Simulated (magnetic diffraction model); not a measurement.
## Which magnetic order? Yb3Si2Ge2Pd4

Space group Immm (no. 71), a = 4.2650 Å, b = 7.2010 Å, c = 13.8310 Å.

| site | atom | x | y | z |
| --- | --- | --- | --- | --- |
| 4j | Yb | 0 | 1/2 | 0.8773 |
| 2a | Yb | 0 | 0 | 0 |
| 8l | Pd | 0 | 0.7008 | 0.6774 |
| 4h | Ge | 1/2 | 0.6742 | 0 |
| 4i | Si | 1/2 | 1/2 | 0.7199 |

The compound is invented for this exercise: a known structure type with other elements, its cell scaled to their sizes and not relaxed.

Only Yb is taken to order (form factors of Yb3+); orders and moment sizes are assumed, and not adapted to the symmetry. Radiation: neutrons of λ = 1.8 Å, 2° to 55°; isotropic B of 0.41 Å² (Yb), 0.39 Å² (Pd), 0.41 Å² (Ge) and 0.76 Å² (Si). Simulated constant-wavelength pattern: nuclear and magnetic terms add, the magnetic one as |2.695 fm × Σ f S⊥ exp(2πi Q·r) exp(−B s²)|², summed over all Q at one angle with the factor 1/(sin²θ cos θ). For a modulated order the moment at position r is S exp(−2πi k·r) + c.c., with S = m/2 for a sine wave of amplitude m and S = m(u + iv)/2 for moments turning in a plane, u and v being orthogonal unit vectors in it; the phase factor of the sum at Q = H + k is then exp(2πi H·r). Free-ion form factors, Sears's scattering lengths of 1992, no absorption; a label names one of the reflections at its angle. The strongest nuclear line in the range is 100, and lines under 0.2 are left out.

Above the ordering temperature:

```
2θ (°)    index      I
 14.96  (0 0 2)    3.5
 16.20  (0 1 1)    7.4
 25.52  (1 0 1)    1.1
 26.81  (0 1 3)    4.3
 28.39  (1 1 0)    0.6
 28.95  (0 2 0)    5.0
 30.17  (0 0 4)    0.3
 32.24  (1 1 2)   14.7
 32.74  (0 2 2)    1.7
 38.97  (1 2 1)  100.0
 40.80  (0 1 5)   23.8
 41.91  (1 1 4)   97.3
 42.31  (0 2 4)    2.1
 44.74  (0 3 1)    0.2
 44.78  (1 2 3)   10.3
 45.63  (1 0 5)   17.5
 45.96  (0 0 6)   15.1
 49.93  (2 0 0)   47.0
 50.01  (0 3 3)   45.6
 52.42  (2 0 2)    0.7
 52.84  (2 1 1)    1.6
 53.42  (1 3 2)   12.8
```
(The table stops after 22 lines; 2 more lie at higher angle.)

Below it (cell unchanged):

```tsv
2θ (°)	I
13.08	1.3
14.96	3.5
16.20	7.4
16.84	0.8
25.02	3.6
25.21	2.2
25.52	1.1
26.14	3.3
26.81	4.3
28.25	0.2
28.39	0.6
28.44	1.9
28.46	0.7
28.95	5.0
30.17	0.3
31.38	0.5
32.24	14.7
32.74	1.7
33.19	0.5
38.63	1.2
38.95	1.2
38.97	100.0
39.40	1.2
40.48	3.3
40.80	23.8
41.91	97.3
42.31	2.1
42.66	1.0
43.39	2.9
44.74	0.2
44.78	10.3
45.63	17.5
45.96	15.1
49.93	47.0
49.97	1.2
50.01	45.6
```
(The table stops after 36 lines; 6 more lie at higher angle.)

**Question.** Find the propagation vector, then choose among these models:
A. a sine wave with moments along [010] (amplitudes given), 2.8 μB on Yb; signs + at (0, 1/2, 0.8773), + at (1/2, 0, 0.6227), + at (0, 0, 0)
B. a sine wave with moments along [100] (amplitudes given), 2.8 μB on Yb; signs + at (0, 1/2, 0.8773), + at (1/2, 0, 0.6227), + at (0, 0, 0)
C. moments turning in the plane of [010] and [001], 2.8 μB on Yb; signs + at (0, 1/2, 0.8773), + at (1/2, 0, 0.6227), + at (0, 0, 0)
D. moments turning in the plane of [100] and [010], 2.8 μB on Yb; signs + at (0, 1/2, 0.8773), + at (1/2, 0, 0.6227), + at (0, 0, 0)

The new lines index as (0 0 7/4) at 13.08°, (0 0 9/4) at 16.84°, (1 0 3/4) at 25.02° and (0 1 11/4) at 25.21°, that is as H ± k with k = (0 0 1/4). Satellites come in pairs about each point of the reciprocal lattice. Below the range, at 1.86°, lies the magnetic line (0 0 1/4) with 526.

Magnetic intensity, observed (below minus above) and for each model:

| 2θ (°) | index | observed | A | B | C | D |
| --- | --- | --- | --- | --- | --- | --- |
| 25.02 | (1 0 3/4) | 3.6 | 3.6 | <0.2 | 7.0 | 3.8 |
| 25.21 | (0 1 11/4) | 2.2 | 2.2 | 3.3 | 3.3 | 5.5 |
| 26.14 | (1 0 5/4) | 3.3 | 3.3 | 0.4 | 6.1 | 3.7 |
| 28.44 | (0 1 13/4) | 1.9 | 1.9 | 2.5 | 2.5 | 4.5 |
| 29.01 | (0 2 1/4) | <0.2 | <0.2 | 4.0 | 4.0 | 4.0 |
| 38.63 | (1 2 3/4) | 1.2 | 1.2 | 1.6 | 3.9 | 2.9 |
| 40.48 | (1 1 15/4) | 3.3 | 3.3 | 2.4 | 5.2 | 5.7 |
| 43.39 | (1 1 17/4) | 2.9 | 2.9 | 2.2 | 4.3 | 5.0 |

Model A matches.

The structure used: k = (0 0 1/4), a sine wave with moments along [010] (amplitudes given), 2.8 μB on Yb; signs + at (0, 1/2, 0.8773), + at (1/2, 0, 0.6227), + at (0, 0, 0).

[Logs are printed without paths, hosts, clocks, repeated set-up lines and the standing remarks that a program may print on its own settings, such as how far it seeks lower states.]
